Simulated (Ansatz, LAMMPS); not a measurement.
## Structural relaxation of glassy 39BaO-61TiO2 (mol %) (94 atoms)

Aim: bring glassy 39BaO-61TiO2 (mol %) (94 atoms) to a nearby minimum of the energy and see what moves.

Method: Kohn-Sham DFT, PBE, PAW (set soft_2), plane waves, in Ansatz 0.2.0.

## (1) Set-up

The cell holds 94 atoms: 14 Ba, 22 Ti and 58 O. Its edges and angles: a = 11.433 Å, b = 11.433 Å, c = 11.433 Å, α = 90.0°, β = 90.0°, γ = 90.0°. 94 atoms (14 Ba, 22 Ti, 58 O) placed at random at 4.7 g/cm³, melted at 4000 K for 10 ps at fixed volume with the Morse and Coulomb pair potential with partial charges (Pedone, Malavasi, Menziani, Cormack and Segre, J. Phys. Chem. B 110, 11780 (2006)). Quenched from 4000 K to 300 K at 50 K/ps and fixed volume, held 10 ps at zero pressure, then minimised at fixed cell.

Limits known from the start: The quench rate of 50 K/ps far exceeds what a furnace or splat quench reaches, so expect more defects and frozen-in strain than in a real sample. The starting topology of bonds comes from the classical model. Only the Γ point is sampled, in a cell whose shortest periodic width is 11 Å. No spin–orbit coupling is included, so levels derived from the heavy atoms are approximate.

## (2) Single point at the start

The forces at the start show how far the geometry lies from a minimum of this functional.

File input.yaml:

```yaml
crystal:
  lattice:
    - [11.43341, 0.0, 0.0]
    - [0.0, 11.43341, 0.0]
    - [0.0, 0.0, 11.43341]
  atoms:
    - { symbol: Ba, position: [0.27699, 0.91817, 0.86631] }
    - { symbol: Ba, position: [0.53607, 0.47927, 0.79729] }
    - { symbol: Ba, position: [0.83138, 0.32018, 0.69644] }
    - { symbol: Ba, position: [0.87013, 0.97278, 0.47763] }
    [... 84 atom lines left out ...]
    - { symbol: O, position: [0.45565, 0.93804, 0.29631] }
    - { symbol: O, position: [0.00991, 0.14558, 0.3923] }
    - { symbol: O, position: [0.27484, 0.75608, 0.66346] }
    - { symbol: O, position: [0.50698, 0.59995, 0.24884] }
    - { symbol: O, position: [0.98293, 0.57069, 0.39227] }
    - { symbol: O, position: [0.26055, 0.50723, 0.83984] }
kpoints:
  mp_grid: { grid: [1, 1, 1] }
hamiltonian:
  xc: pbe
scf:
  occupations: { method: fixed }
output:
  forces: true
  stress: true
  populations: true
  dos:
    method: { smearing: { sigma: 0.08 } }
    de: 0.1
    projected: { site_lists: { Ba: [Ba], O: [O], Ti: [Ti] } }
  eigenvalues: true
```

On the command line:

```bash
$ ansatz run input.yaml --threads 4 --pin off --max-ram 8192MiB --backend cpu --events-out ev --progress --plain --runs-dir out
```

The job ended after 23 s (4 threads of Intel Xeon 6975P-C (Granite Rapids), shared host; peak memory 2.3 GiB; 78 s of CPU time).

Numbers from this run:

- free energy: -171329.4986 eV
- free energy per atom: -1822.6542 eV/atom
- SCF cycles: 12
- pressure: 3.603 GPa
- r.m.s. force component: 0.8096 eV/Å
- longest force: 2.93 eV/Å
- Fermi energy: 7.402 eV
- gap (highest filled to lowest empty level): 1.838 eV
- spilling of the projection: 0.007601

The r.m.s. force component of 0.81 eV/Å and the pressure of 3.6 GPa set the starting point.

Neighbours are counted within 2.64 Å (O-Ti), 3.74 Å (O-Ba).

Length of the force by element and coordination:

| element | coordination | atoms | mean length of the force (eV/Å) | spread | least | most |
| --- | --- | --- | --- | --- | --- | --- |
| Ba | all | 14 | 0.709 | 0.294 | 0.305 | 1.26 |
| Ba | 8 | 2 | 0.783 | 0.346 | 0.437 | 1.13 |
| Ba | 9 | 5 | 0.675 | 0.270 | 0.339 | 1.14 |
| Ba | 10 | 6 | 0.693 | 0.308 | 0.305 | 1.26 |
| Ba | 11 | 1 | 0.827 | 0 | 0.827 | 0.827 |
| O | all | 58 | 1.41 | 0.535 | 0.422 | 2.93 |
| O | 3 | 17 | 1.32 | 0.448 | 0.422 | 2.14 |
| O | 4 | 25 | 1.45 | 0.569 | 0.494 | 2.93 |
| O | 5 | 16 | 1.45 | 0.554 | 0.786 | 2.49 |
| Ti | all | 22 | 1.29 | 0.586 | 0.290 | 2.90 |
| Ti | 4 | 11 | 1.09 | 0.381 | 0.290 | 1.61 |
| Ti | 5 | 11 | 1.48 | 0.682 | 0.381 | 2.90 |

## (3) Relaxation

The atoms are relaxed in the fixed cell, aiming at the force tolerance of the input.

input.yaml, the sections that differ from step 2:

```yaml
output:
  forces: true
relax:
  f_tol: 0.05
  max_steps: 200
# crystal, kpoints, hamiltonian, scf: as in step 2
```

Elapsed: 5.3 min, on 4 threads; peak memory 2.2 GiB; 18 min of CPU time.

The steps of the relaxation (22 of 28):

| step | energy less that of the first step (eV) | largest force component (eV/Å) |
| --- | --- | --- |
| 1 | 0.0000 | 2.7924 |
| 2 | -3.6116 | 1.5203 |
| 4 | -5.3000 | 0.3322 |
| 5 | -5.4409 | 0.2036 |
| 6 | -5.5125 | 0.3653 |
| 7 | -5.5861 | 0.1700 |
| 9 | -5.7207 | 0.2886 |
| 10 | -5.7926 | 0.1519 |
| 11 | -5.8287 | 0.1196 |
| 13 | -5.8891 | 0.1844 |
| 14 | -5.9041 | 0.3848 |
| 15 | -5.9500 | 0.1316 |
| 16 | -5.9773 | 0.2515 |
| 18 | -6.1494 | 0.3492 |
| 19 | -6.3038 | 0.2747 |
| 20 | -6.4576 | 0.2642 |
| 22 | -6.6050 | 0.2544 |
| 23 | -6.6223 | 0.2540 |
| 24 | -6.6734 | 0.1281 |
| 25 | -6.5638 | 0.3019 |
| 27 | -6.6561 | 0.1663 |
| 28 | -6.6902 | 0.0297 |

Relaxation steps 25, 27 were tried and not accepted.

The atoms that moved most (Å):

| atom | dx | dy | dz | length |
| --- | --- | --- | --- | --- |
| O69 | -0.974 | 0.296 | -1.153 | 1.538 |
| O62 | 0.170 | -0.992 | -0.996 | 1.416 |
| O55 | -0.989 | -0.387 | -0.465 | 1.159 |
| O51 | 0.300 | -0.037 | -0.928 | 0.976 |
| O42 | 0.112 | 0.586 | 0.613 | 0.856 |
| O43 | -0.797 | 0.252 | -0.007 | 0.835 |
| O70 | -0.662 | -0.036 | 0.136 | 0.677 |
| Ba12 | -0.265 | 0.076 | 0.605 | 0.665 |

The relaxation changed the energy by -71.2 meV/atom, and atoms moved by 0.48 Å r.m.s., 1.5 Å at most.

## (4) Local order after relaxation

Bonds before and after, by the cutoffs listed below:

| pair | bonds before | bonds after | mean before (Å) | mean after (Å) | spread before (Å) | spread after (Å) |
| --- | --- | --- | --- | --- | --- | --- |
| O-Ti | 99 | 101 | 1.857 | 1.899 | 0.102 | 0.125 |
| O-Ba | 113 | 109 | 2.946 | 2.847 | 0.208 | 0.231 |

Density 4.34 g/cm³, 15.90 Å³ an atom.

Pair distribution functions g(r), in bins of 0.2 Å:

| r (Å) | total | O-O | O-Ti | O-Ba | Ti-Ti | Ti-Ba | Ba-Ba |
| --- | --- | --- | --- | --- | --- | --- | --- |
| 1.70 | 0.86 | 0.00 | 3.00 | 0.00 | 0.00 | 0.00 | 0.00 |
| 1.90 | 2.41 | 0.00 | 8.35 | 0.00 | 0.00 | 0.00 | 0.00 |
| 2.10 | 0.47 | 0.00 | 1.62 | 0.00 | 0.00 | 0.00 | 0.00 |
| 2.30 | 0.07 | 0.00 | 0.26 | 0.00 | 0.00 | 0.00 | 0.00 |
| 2.50 | 0.42 | 0.17 | 0.00 | 1.90 | 0.00 | 0.00 | 0.00 |
| 2.70 | 1.44 | 2.02 | 0.07 | 3.51 | 0.00 | 0.00 | 0.00 |
| 2.90 | 1.70 | 2.86 | 0.05 | 2.90 | 1.12 | 0.00 | 0.00 |
| 3.10 | 1.12 | 2.19 | 0.19 | 0.92 | 1.01 | 0.00 | 0.00 |
| 3.30 | 0.81 | 1.18 | 0.29 | 0.67 | 1.77 | 0.86 | 0.00 |
| 3.50 | 1.11 | 0.91 | 1.09 | 0.36 | 2.58 | 3.47 | 0.00 |
| 3.70 | 0.95 | 0.72 | 0.74 | 0.85 | 1.08 | 2.94 | 1.75 |
| 3.90 | 0.88 | 0.65 | 1.08 | 0.57 | 0.81 | 2.03 | 1.57 |
| 4.10 | 0.98 | 0.61 | 1.27 | 0.44 | 0.75 | 2.66 | 3.60 |
| 4.30 | 0.94 | 0.57 | 1.43 | 0.78 | 0.67 | 1.47 | 1.29 |
| 4.50 | 1.00 | 0.54 | 1.59 | 1.02 | 1.23 | 0.76 | 1.20 |
| 4.70 | 1.14 | 0.94 | 1.46 | 1.22 | 1.12 | 0.52 | 1.36 |
| 4.90 | 1.02 | 1.06 | 1.11 | 1.17 | 0.30 | 0.89 | 0.00 |
| 5.10 | 1.09 | 1.20 | 0.86 | 1.64 | 1.03 | 0.36 | 0.23 |
| 5.30 | 0.99 | 1.29 | 0.56 | 1.28 | 1.15 | 0.35 | 0.65 |
| 5.50 | 0.96 | 1.36 | 0.52 | 1.09 | 0.82 | 0.45 | 0.39 |

Bonds by pair of elements; cutoffs follow the first minimum of g(r), held within bounds set by covalent radii, and pairs that aren't listed don't count as bonded:

| pair A-B | cutoff (Å) | bonds | mean length (Å) | spread (Å) | shortest (Å) | B about A | A about B |
| --- | --- | --- | --- | --- | --- | --- | --- |
| O-Ti | 2.64 | 101 | 1.90 | 0.125 | 1.73 | 1.74 | 4.59 |
| O-Ba | 3.48 | 109 | 2.85 | 0.231 | 2.52 | 1.88 | 7.79 |

How many atoms have how many bonded neighbours:

| element | mean | 3 | 4 | 5 | 6 | 7 | 8 | 9 |
| --- | --- | --- | --- | --- | --- | --- | --- | --- |
| Ba | 7.79 | 0 | 0 | 0 | 0 | 4 | 9 | 1 |
| O | 3.62 | 26 | 28 | 4 | 0 | 0 | 0 | 0 |
| Ti | 4.59 | 0 | 10 | 11 | 1 | 0 | 0 | 0 |

Bond angles (no mean is given where the spread exceeds 20°):

| angle | count | mean (°) | spread (°) |
| --- | --- | --- | --- |
| O-Ti-O | 185 | - | - |
| Ba-O-Ti | 172 | 108 | 19.3 |
| Ba-O-Ba | 66 | - | - |
| Ti-O-Ti | 48 | - | - |

Bond length by coordination (bonds to H left out):

| element | coordination | atoms | mean bond length (Å) |
| --- | --- | --- | --- |
| Ba | 7 | 4 | 2.82 |
| Ba | 8 | 9 | 2.85 |
| Ba | 9 | 1 | 2.86 |
| O | 3 | 26 | 2.26 |
| O | 4 | 28 | 2.45 |
| O | 5 | 4 | 2.60 |
| Ti | 4 | 10 | 1.83 |
| Ti | 5 | 11 | 1.93 |
| Ti | 6 | 1 | 2.04 |

Rings of the network by King's shortest-path rule, up to 12 atoms, one path for each pair of neighbours; H, halogens, alkali and alkaline-earth atoms are left out, and the last column divides by all other atoms, bonded or not:

| ring size (atoms) | rings | per network atom |
| --- | --- | --- |
| 4 | 7 | 0.088 |
| 6 | 7 | 0.088 |
| 8 | 12 | 0.15 |
| 10 | 5 | 0.062 |
| 12 | 3 | 0.038 |

For some of the pairs, g(r) has its first main peak near 2.9 Å (O-O), 1.9 Å (O-Ti), 2.7 Å (O-Ba) and 3.5 Å (Ti-Ba). Counting bonds as in the table, 64 % of Ba atoms have 8, 48 % of O atoms have 4 and 50 % of Ti atoms have 5 bonded neighbours. Rings of 8 atoms are the most common (35 % of those counted); sizes run from 4 to 12, where the search stops.

## (5) Single point at the relaxed geometry

The electronic structure is read at the final geometry, in a run of its own.

File input.yaml:

```yaml
crystal:
  lattice:
    - [11.43341, 0.0, 0.0]
    - [0.0, 11.43341, 0.0]
    - [0.0, 0.0, 11.43341]
  atoms:
    - { symbol: Ba, position: [0.28176, 0.92561, 0.86456] }
    - { symbol: Ba, position: [0.5709, 0.47734, 0.82018] }
    - { symbol: Ba, position: [0.83458, 0.30071, 0.68693] }
    - { symbol: Ba, position: [0.87245, 0.97388, 0.48956] }
    [... 84 atom lines left out ...]
    - { symbol: O, position: [0.42494, 0.95851, 0.3166] }
    - { symbol: O, position: [0.03237, 0.12774, 0.40482] }
    - { symbol: O, position: [0.26311, 0.75318, 0.66674] }
    - { symbol: O, position: [0.52444, 0.61023, 0.23299] }
    - { symbol: O, position: [0.97459, 0.55037, 0.35385] }
    - { symbol: O, position: [0.25338, 0.51355, 0.83612] }
kpoints:
  mp_grid: { grid: [1, 1, 1] }
hamiltonian:
  xc: pbe
scf:
  occupations: { method: fixed }
output:
  forces: true
  stress: true
  populations: true
  dos:
    method: { smearing: { sigma: 0.1 } }
    de: 0.1
    projected: { site_lists: { Ba: [Ba], O: [O], Ti: [Ti] } }
  eigenvalues: true
  write_density: true
  write_potential: true
  volumetric_format: npy
  elf: true
```

Elapsed: 22 s, on 4 threads; peak memory 2.3 GiB; 78 s of CPU time.

The run gave:

| Item | Value |
| --- | --- |
| free energy | -171336.1888 eV |
| free energy per atom | -1822.7254 eV/atom |
| SCF cycles | 11 |
| pressure | 1.179 GPa |
| r.m.s. force component | 0.00825 eV/Å |
| longest force | 0.03109 eV/Å |
| Fermi energy | 6.657 eV |
| gap (highest filled to lowest empty level) | 2.714 eV |
| spilling of the projection | 0.007476 |

Löwdin charges by element and coordination (they lack the spilled electrons, 0.060 e an atom on average):

| element | coordination | atoms | mean charge (e) | spread | least | most |
| --- | --- | --- | --- | --- | --- | --- |
| Ba | all | 14 | 1.78 | 0.0057 | 1.77 | 1.79 |
| Ba | 7 | 4 | 1.78 | 0.0063 | 1.77 | 1.79 |
| Ba | 8 | 9 | 1.77 | 0.0044 | 1.77 | 1.78 |
| Ba | 9 | 1 | 1.78 | 0 | 1.78 | 1.78 |
| O | all | 58 | -0.801 | 0.079 | -0.967 | -0.647 |
| O | 3 | 26 | -0.776 | 0.0776 | -0.917 | -0.647 |
| O | 4 | 28 | -0.81 | 0.0682 | -0.964 | -0.704 |
| O | 5 | 4 | -0.897 | 0.0693 | -0.967 | -0.783 |
| Ti | all | 22 | 1.24 | 0.0346 | 1.17 | 1.30 |
| Ti | 4 | 10 | 1.22 | 0.0333 | 1.17 | 1.27 |
| Ti | 5 | 11 | 1.25 | 0.026 | 1.22 | 1.30 |
| Ti | 6 | 1 | 1.22 | 0 | 1.22 | 1.22 |

Density of states as counts of states in windows of 1 eV (from the Fermi level), total and the larger projections:

| from (eV) | to (eV) | total | O p | Ti d | Ba p | O s |
| --- | --- | --- | --- | --- | --- | --- |
| -18 | -17 | 8.1 | 0.0 | 0.2 | 0.1 | 6.2 |
| -17 | -16 | 64.8 | 0.1 | 3.8 | 0.7 | 54.8 |
| -16 | -15 | 43.1 | 0.1 | 2.1 | 1.1 | 37.4 |
| -15 | -12 | 0.0 | 0.0 | 0.0 | 0.0 | 0.0 |
| -12 | -11 | 1.0 | 0.0 | 0.0 | 1.0 | 0.0 |
| -11 | -10 | 75.0 | 2.6 | 0.4 | 70.0 | 1.6 |
| -10 | -9 | 8.0 | 0.3 | 0.0 | 7.3 | 0.2 |
| -9 | -5 | 0.0 | 0.0 | 0.0 | 0.0 | 0.0 |
| -5 | -4 | 9.1 | 6.4 | 2.0 | 0.0 | 0.0 |
| -4 | -3 | 90.5 | 65.3 | 20.0 | 0.6 | 0.4 |
| -3 | -2 | 86.5 | 67.8 | 13.5 | 1.0 | 0.7 |
| -2 | -1 | 100.3 | 86.4 | 8.6 | 1.0 | 0.7 |
| -1 | 0 | 60.0 | 55.1 | 2.4 | 0.6 | 0.2 |
| 0 | 1 | 1.5 | 1.4 | 0.0 | 0.0 | 0.0 |
| 1 | 2 | 0.0 | 0.0 | 0.0 | 0.0 | 0.0 |
| 2 | 3 | 7.0 | 0.7 | 5.9 | 0.0 | 0.1 |
| 3 | 4 | 59.5 | 8.1 | 46.4 | 0.0 | 0.8 |
| 4 | 5 | 77.0 | 13.8 | 50.9 | 0.1 | 1.9 |

With fixed occupations the program's Fermi level is the highest filled level; weight inside the gap is the broadening of levels at its edges.

Between -26 and -18 eV lie 28 more states.

The stored curve holds about 576 of the 752 electrons; the rest, give or take the few that broadening carries across the Fermi level, lie in deeper levels below its range.

The levels nearest the highest filled one (over half full), pooled over k-points and spins:

| level less the highest filled one (eV) | occupation |
| --- | --- |
| -0.453 | 2 |
| -0.440 | 2 |
| -0.384 | 2 |
| -0.300 | 2 |
| -0.208 | 2 |
| 0 | 2 |
| 2.71 | 0 |
| 2.84 | 0 |
| 2.88 | 0 |
| 2.95 | 0 |
| 3.04 | 0 |
| 3.06 | 0 |

Mean Löwdin charges: Ba +1.78, O -0.80, Ti +1.24 e (they miss 0.75 % of the electrons, so they add up to more than the cell's charge). The largest share in the top eV of filled states is O p (94 % of the projected weight), and in the lowest eV of empty states Ti d (84 % of the projected weight).

## (6) Summary of results

| Quantity | Value |
| --- | --- |
| energy change in the relaxation | -71.17 meV/atom |
| r.m.s. displacement | 0.479 Å |
| largest displacement | 1.538 Å |
| free energy per atom | -1822.7254 eV/atom |
| pressure | 1.179 GPa |
| r.m.s. force component | 0.00825 eV/Å |
| gap (highest filled to lowest empty level) | 2.714 eV |
| wall time of the 3 DFT runs | 6.1 min |

What this shows: Relaxation lowers the energy by 71.2 meV/atom and moves atoms by 0.48 Å r.m.s.; the r.m.s. force component goes from 0.81 to 0.0083 eV/Å, the pressure goes from 3.6 to 1.2 GPa, and the gap from 1.84 to 2.71 eV. By the final cutoffs 18 of 212 bonded pairs parted and 16 joined. First to last step the energy falls by 6.690 eV; the largest move, 1.54 Å, is that of O69. The O-Ba bonds change most in mean length: from 2.946 Å (spread 0.208) to 2.847 Å (spread 0.231), and their number from 113 to 109. Counting bonds as in the table, 64 % of Ba atoms have 8, 48 % of O atoms have 4 and 50 % of Ti atoms have 5 bonded neighbours. The highest filled and lowest empty levels differ by 2.71 eV (at Γ alone); a semilocal functional tends to put such gaps too low. In a disordered cell it changes from sample to sample, and tail or defect levels can set it.

What to keep in mind: The network of bonds at the start is that of the classical potential that made the cell; in DFT 18 of its 212 bonded pairs passed out of the cutoffs and 16 came within them.

[Logs are printed without paths, hosts, clocks, repeated set-up lines and the standing remarks that a program may print on its own settings, such as how far it seeks lower states.]

[Hosts, paths, dates, database ids (printed as entryN), source tags and the programs' standing remarks are cut or masked in the printed files.]
